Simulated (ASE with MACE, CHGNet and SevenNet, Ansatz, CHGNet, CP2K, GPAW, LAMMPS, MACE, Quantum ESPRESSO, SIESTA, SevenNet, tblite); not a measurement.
**Machine-learned potentials on glassy 69SiO2-19Al2O3-6SrO-6Li2O (mol %) (106 atoms): settings against a plane-wave reference**

How do the settings of machine-learned potentials change the result for glassy 69SiO2-19Al2O3-6SrO-6Li2O (mol %) (106 atoms)? A plane-wave run serves as the yardstick.

Method: the method is named at each step, in ASE with MACE, CHGNet and SevenNet.

## (1) The structure

The cell holds 106 atoms: 22 Si, 12 Al, 2 Sr, 4 Li and 66 O. Its edges and angles: a = 11.659 Å, b = 11.659 Å, c = 11.659 Å, α = 90.0°, β = 90.0°, γ = 90.0°. 106 atoms (22 Si, 12 Al, 2 Sr, 4 Li, 66 O) placed at random at 2.31 g/cm³, melted at 4000 K for 10 ps at fixed volume with the Morse and Coulomb pair potential with partial charges (Pedone, Malavasi, Menziani, Cormack and Segre, J. Phys. Chem. B 110, 11780 (2006)). Quenched from 4000 K to 300 K at 50 K/ps and fixed volume, held 5 ps.

The yardstick, on the same geometry:

| Item | Value |
| --- | --- |
| method | Kohn-Sham DFT, PBE, SSSP efficiency 1.3.0 pseudopotentials, plane waves (Quantum ESPRESSO 7.5); sssp-pbe-1.3.0-efficiency, cutoffs 60/480 Ry, Γ point |
| r.m.s. force component | 1.325 eV/Å |
| longest force | 5.255 eV/Å |
| pressure | 1.859 GPa |
| gap (highest filled to lowest empty level) | 2.915 eV |
| time | 4.8 min on 4 MPI ranks of Arm Neoverse V2, shared host |
| CPU time | 19 min |

## (2) MACE MP-0b2 small potential

Method: machine-learned interatomic potential MACE MP-0b2 small, trained on PBE(+U) plane-wave data.

run.py

```python
import numpy as np
from ase.io import read
import mlip  # loads the published weights by name

atoms = read("structure.xyz")
atoms.calc = mlip.calc("mace-mp-0b2-small")
energy = atoms.get_potential_energy()
forces = atoms.get_forces()
print(f"energy {energy:.6f} eV")
print("forces (eV/A)")
for i, (a, f) in enumerate(zip(atoms, forces)):
    print(f"{i:4d} {a.symbol:2s} {f[0]:10.5f} {f[1]:10.5f} {f[2]:10.5f}")
stress = -atoms.get_stress(voigt=False) * 160.21766
print("stress (GPa, compression positive)")
for row in stress:
    print(" ".join(f"{x:10.4f}" for x in row))
```

structure.xyz

```xyz
106
Lattice="11.65850 0.00000 0.00000 0.00000 11.65850 0.00000 0.00000 0.00000 11.65850" Properties=species:S:1:pos:R:3 pbc="T T T"
Si 3.37933 11.50647 8.40520
Si 5.42085 5.58407 4.38733
Si 10.11445 7.02156 6.49402
Si 0.89129 1.33630 7.09373
Si 4.14203 1.51106 4.50554
Si 0.92662 7.33751 10.06746
Si 7.55098 9.68075 2.53491
Si 3.25890 4.75539 2.41587
Si 10.04520 8.29747 1.52167
Si 5.73575 3.32594 0.92953
Si 10.23943 1.03015 9.22397
Si 0.12323 0.23795 4.04678
Si 8.91432 0.75990 2.69941
Si 8.38456 2.74511 7.20425
Si 10.12179 4.06136 4.85367
Si 3.02270 8.27777 7.96380
Si 11.08793 10.14453 10.87260
Si 10.39029 2.57361 0.33017
Si 5.84196 7.19854 7.18933
Si 2.56767 7.53979 1.16911
Si 1.39261 2.18993 1.82351
Si 0.78508 8.85755 3.25389
Al 6.06405 0.49094 6.73430
Al 2.22677 11.62994 11.31364
Al 1.63697 3.62626 5.46049
Al 8.61785 4.23005 1.84647
Al 8.31333 5.64551 8.69922
Al 5.63770 7.66511 1.69363
Al 4.03081 0.58782 1.37419
Al 7.76713 9.45015 5.87740
Al 7.17441 5.66428 11.50426
Al 6.89251 2.94377 3.79403
Al 1.56539 6.99510 5.72887
Al 10.12821 5.75079 11.18610
Sr 4.77544 9.44805 4.79712
Sr 4.97002 9.01179 10.69562
Li 8.02140 6.71809 3.04485
Li 4.80330 1.20887 10.27638
Li 8.54347 0.52603 5.36268
Li 1.52726 4.68532 7.72807
O 9.17944 8.33140 6.06545
O 8.52073 8.37220 2.01937
O 10.29679 7.00349 0.58910
O 4.51137 4.29149 1.46407
O 9.11100 1.58486 8.25025
O 5.09593 1.89019 0.69403
O 11.59484 1.07072 8.38060
O 10.27708 11.14599 9.87405
O 2.96091 2.40480 5.01187
O 2.42520 1.32231 0.91030
O 3.99653 5.17054 3.71253
O 6.32287 8.46978 6.46697
O 0.01795 7.41038 6.37767
O 7.43020 9.62864 4.09913
O 6.28125 7.10679 0.19318
O 5.86458 6.79457 3.30705
[... 46 atom lines left out ...]
O 4.96582 0.27491 8.23545
O 3.82760 0.53338 3.12786
O 10.32500 9.59565 0.56101
O 8.57949 5.68655 10.37863
```

The run is started by

```console
$ OMP_NUM_THREADS=1 python run.py > output.txt
```

What it wrote:

```text
energy -786.760457 eV
forces (eV/A)
   0 Si   -0.30715   -0.69196   -2.21995
   1 Si    1.38950    0.63234   -0.28944
   2 Si    0.10765    0.60852   -2.04129
   3 Si    0.91299   -3.04852   -1.17190
   4 Si   -0.07748   -2.64625   -1.78836
   5 Si   -1.14730    2.32317    0.78742
   6 Si    2.85997   -0.23941   -0.20316
   7 Si    0.50075    0.11489   -3.24937
   8 Si    0.59286    0.31612   -3.00478
   9 Si   -0.92641    1.94341   -0.89742
  10 Si    0.12049   -1.07982    1.23969
  11 Si   -1.64612   -0.75208    0.81164
  12 Si    1.50728   -1.07714    0.04243
  13 Si    1.09024   -0.38474    0.78578
  14 Si    1.50629    2.76735    0.59637
  15 Si    0.13891    1.54678   -1.63907
  16 Si    1.28694   -1.16818    0.53294
  17 Si   -1.35798   -0.26025    4.29675
  18 Si   -2.01253   -2.81949    1.33765
  19 Si   -3.42720   -0.18064    0.62253
  20 Si    1.97128    0.45479    2.52399
  21 Si    0.28959    0.24374   -0.28630
  22 Al    0.32169    0.88850    0.89405
  23 Al    1.25315    0.83509   -0.07511
[...]
98 O     0.35368   -0.27653   -0.58026
  99 O    -0.60096   -0.58600   -0.08444
 100 O     1.14390    0.14955   -0.15779
 101 O    -0.86586   -1.10141   -0.19240
 102 O     0.44976   -0.05085   -0.02583
 103 O     0.00170   -0.49869    0.21652
 104 O    -0.37920    1.03281   -0.93427
 105 O    -0.42402    0.28752    1.02342
stress (GPa, compression positive)
    3.0436     1.2546     1.0920
    1.2546    -0.1107    -0.4041
    1.0920    -0.4041     2.3368
```

Elapsed: 5.8 s, on 1 thread of Arm Neoverse V2, shared host; peak memory 0.67 GiB.

Banners, paths, timers and routine set-up lines are dropped from the logs unmarked, and long logs keep their key lines alone; longer cuts are marked.

Against the reference:

| Item | Value |
| --- | --- |
| r.m.s. force component | 1.273 eV/Å |
| r.m.s. difference of force components | 122.1 meV/Å |
| longest difference of force vectors | 644.4 meV/Å |
| force difference over r.m.s. force | 9.21 % |
| slope of forces against the reference's | 0.9572 |
| correlation of force components | 0.9964 |
| pressure | 1.757 GPa |
| pressure difference | -0.1024 GPa |

Length of the force difference by element (eV/Å):

```csv
element,atoms,mean,most
Al,12,0.27,0.64
Li,4,0.093,0.12
O,66,0.15,0.38
Si,22,0.25,0.57
Sr,2,0.11,0.15
```

The surroundings of Sr35, one of the 2 Sr atoms, nearest first, numbered as they follow in the input and with coordinates relative to it.

```csv
atom,x,y,z,distance (Å),bonds,Fx,Fy,Fz (eV/Å)
Sr35,0.00,0.00,0.00,0.00,4,-0.50,0.31,-0.42
O52,1.55,-0.98,1.67,2.48,3,1.17,3.61,-1.78
O91,0.04,2.58,0.73,2.68,3,-0.53,-0.62,-0.01
O54,2.65,0.18,-0.70,2.75,3,-0.70,-0.47,2.73
O83,-1.97,-1.39,1.62,2.90,3,-0.04,0.75,-1.61
Al30,2.99,0.00,1.08,3.18,4,1.42,-3.10,-0.43
O56,1.09,-2.65,-1.49,3.23,3,0.29,1.40,-0.31
O88,1.41,-0.11,-2.93,3.25,3,-2.58,-0.12,-0.95
O104,-0.95,2.74,-1.67,3.35,2,0.00,-0.50,0.22
```

Atoms are counted from 1 here, from 0 in the log.

Forces lie 9.2 % from the reference's, at 0.0050 times its CPU time (on 1 against 4 cores).

## (3) CHGNet r2SCAN potential

Method: machine-learned interatomic potential CHGNet r2SCAN, trained on r2SCAN plane-wave data.

run.py, as its differences from that of step 2:

```diff
@@ -5,3 +5,3 @@
 atoms = read("structure.xyz")
-atoms.calc = mlip.calc("mace-mp-0b2-small")
+atoms.calc = mlip.calc("chgnet-r2scan")
 energy = atoms.get_potential_energy()
```

structure.xyz is that of step 2.

What it wrote:

```text
CHGNet vr2scan initialized with 412,525 parameters
CHGNet will run on cpu
energy -1024.219116 eV
forces (eV/A)
   0 Si   -0.11777   -0.96491   -2.11157
   1 Si    1.25887    0.92708   -0.22430
   2 Si    0.13873    0.22142   -1.57655
   3 Si    0.72717   -2.89729   -1.11119
   4 Si    0.02904   -2.24781   -1.41715
   5 Si   -0.70705    1.89854    0.73781
   6 Si    2.31656   -0.39596   -0.24863
   7 Si    0.37340    0.25736   -3.05100
   8 Si    0.32544    0.29147   -2.43857
   9 Si   -0.91300    1.79518   -0.72795
  10 Si    0.13488   -0.85884    0.85179
  11 Si   -1.46220   -0.71102    0.71406
  12 Si    1.46192   -1.08303    0.14161
  13 Si    1.05032   -0.39938    0.28083
  14 Si    1.06290    2.36454    0.63340
  15 Si    0.33139    1.39736   -1.29731
  16 Si    1.16203   -1.18591    0.54835
  17 Si   -1.31671    0.01606    3.94302
  18 Si   -2.07310   -2.34830    1.27516
  19 Si   -3.05019    0.07929    0.37822
  20 Si    1.82764    0.39600    2.24928
  21 Si    0.50679    0.14703   -0.27148
  22 Al    0.06130    0.49501    0.44769
  23 Al    1.09575    0.54554   -0.03162
[...]
98 O     0.33131   -0.04638   -0.31805
  99 O    -0.18352   -0.41873    0.24666
 100 O     0.76200    0.08749   -0.06927
 101 O    -0.57925   -0.42295   -0.18390
 102 O     0.02050   -0.03445   -0.17911
 103 O     0.02961   -0.12332    0.11463
 104 O    -0.15031    0.90052   -1.06482
 105 O    -0.22890    0.19235    1.05674
stress (GPa, compression positive)
   -1.1665     1.0995     0.9052
    1.0995    -3.6400    -0.3194
    0.9052    -0.3194    -1.7217
```

The job ended after 3.6 s (1 thread; peak memory 1.3 GiB).

Against the reference:

| Item | Value |
| --- | --- |
| r.m.s. force component | 1.078 eV/Å |
| r.m.s. difference of force components | 329.4 meV/Å |
| longest difference of force vectors | 1223 meV/Å |
| force difference over r.m.s. force | 24.85 % |
| slope of forces against the reference's | 0.7996 |
| correlation of force components | 0.9835 |
| pressure | -2.176 GPa |
| pressure difference | -4.035 GPa |

Against the first run (9.2 %), the force difference from the reference is 25 %, at 0.62 times the CPU time; this potential was trained at another functional than the reference's.

## (4) SevenNet l3i5 potential

Method: machine-learned interatomic potential SevenNet l3i5, trained on PBE(+U) plane-wave data.

run.py, as its differences from that of step 3:

```diff
@@ -5,3 +5,3 @@
 atoms = read("structure.xyz")
-atoms.calc = mlip.calc("chgnet-r2scan")
+atoms.calc = mlip.calc("7net-l3i5")
 energy = atoms.get_potential_energy()
```

structure.xyz is that of step 3.

What it wrote:

```text
energy -786.569397 eV
forces (eV/A)
   0 Si   -0.40798   -0.81852   -2.27387
   1 Si    1.52393    0.80901   -0.27127
   2 Si    0.11938    0.46119   -1.85168
   3 Si    1.06954   -3.32635   -1.23155
   4 Si   -0.00431   -2.72815   -1.72065
   5 Si   -1.01998    2.51691    0.89664
   6 Si    2.58453   -0.36607   -0.10150
   7 Si    0.67486    0.18629   -3.24059
   8 Si    0.59102    0.36970   -2.90652
   9 Si   -0.95183    2.23366   -0.92223
  10 Si    0.14818   -1.13277    1.14932
  11 Si   -1.67264   -0.73954    0.73302
  12 Si    1.51990   -1.03983    0.09890
  13 Si    1.05486   -0.35384    0.64504
  14 Si    1.57581    3.09613    0.69276
  15 Si    0.18425    1.54615   -1.65929
  16 Si    1.43561   -1.28459    0.54341
  17 Si   -1.22765   -0.33155    4.38380
  18 Si   -1.94888   -2.79190    1.23842
  19 Si   -3.39082    0.01041    0.60420
  20 Si    2.00271    0.56834    2.64150
  21 Si    0.45653    0.06293   -0.32567
  22 Al    0.27166    0.75193    0.76705
  23 Al    1.33619    0.76864   -0.14955
[...]
98 O     0.25946   -0.26583   -0.60283
  99 O    -0.55872   -0.54847    0.00969
 100 O     1.14626    0.11647   -0.15297
 101 O    -0.87191   -1.15111   -0.28152
 102 O     0.47251   -0.02583    0.05880
 103 O    -0.05361   -0.47448    0.11114
 104 O    -0.42419    1.05248   -0.96043
 105 O    -0.40978    0.28213    1.04530
stress (GPa, compression positive)
    2.8359     1.2865     1.1530
    1.2865    -0.3532    -0.3742
    1.1530    -0.3742     2.2873
```

The job ended after 9.2 s (1 thread; peak memory 1.6 GiB).

Against the reference:

```yaml
r_m_s_force_component: 1.293 eV/Å
r_m_s_difference_of_force_components: 66.39 meV/Å
longest_difference_of_force_vectors: 257.3 meV/Å
force_difference_over_r_m_s_force: 5.009 %
slope_of_forces_against_the_reference_s: 0.9745
correlation_of_force_components: 0.999
pressure: 1.59 GPa
pressure_difference: -0.269 GPa
```

Against the first run (9.2 %), the force difference from the reference is 5.0 %, at 1.6 times the CPU time.

## (5) The ladder

Differences are against the plane-wave reference, forces as r.m.s. over components; share is that over the reference's r.m.s. force, slope the least-squares factor from reference forces to these. Total energies of different programs have different zeros and aren't compared.

```csv
run,"Δ force, r.m.s. (meV/Å)",share (%),slope,Δ pressure (GPa),cores,CPU time,memory (GiB)
reference,-,-,-,-,4,19 min,5.3
MACE MP-0b2 small potential,122,9.21,0.957,-0.102,1,5.8 s,0.67
CHGNet r2SCAN potential,329,24.9,0.800,-4.04,1,3.6 s,1.3
SevenNet l3i5 potential,66.4,5.01,0.975,-0.269,1,9.2 s,1.6
```

Times of the machine-learned potentials are mostly Python's start and the loading of weights.

CPU time is summed over cores on a shared host, where runs went side by side, so it is rough. Symmetry, cutoffs, thresholds, outputs and thread counts weren't matched or tuned between programs; memory under MPI is the largest rank's times the ranks.

## (6) Results

* nearest in forces: SevenNet l3i5 potential, 5.0 %
* its CPU time: 9.2 s

What this shows: Machine-learned potentials differ by 5.0 % (SevenNet l3i5 potential) to 25 % (CHGNet r2SCAN potential); they were trained on other programs' data, some at another functional. The reference's pressure holds the uncorrected Pulay stress of its 60 Ry basis, so small pressure differences, and their order, may be the reference's own error. Machine-learned potentials mimic data converged in k, so the reference's own k-point error enters their differences. The quench rate of 50 K/ps is many orders above laboratory rates, so the cell is likely richer in defects and strain than a real sample. The network of bonds at the start is that of the classical potential that made the cell, and needn't be the one that DFT or experiment would give. The reference's stress is far from hydrostatic: its diagonal is 3.1, -0.1, 2.5 GPa, compression counted positive. The electronic-structure runs sample only Γ, in a cell whose shortest periodic width is 12 Å.

[Also dropped from logs without a mark: logging warnings of Python, and SIESTA's first energy breakdown and zero terms.]

[Logs are printed without paths, hosts, clocks, repeated set-up lines and the standing remarks that a program may print on its own settings, such as how far it seeks lower states.]

[Hosts, paths, dates, database ids (printed as entryN), source tags and the programs' standing remarks are cut or masked in the printed files.]
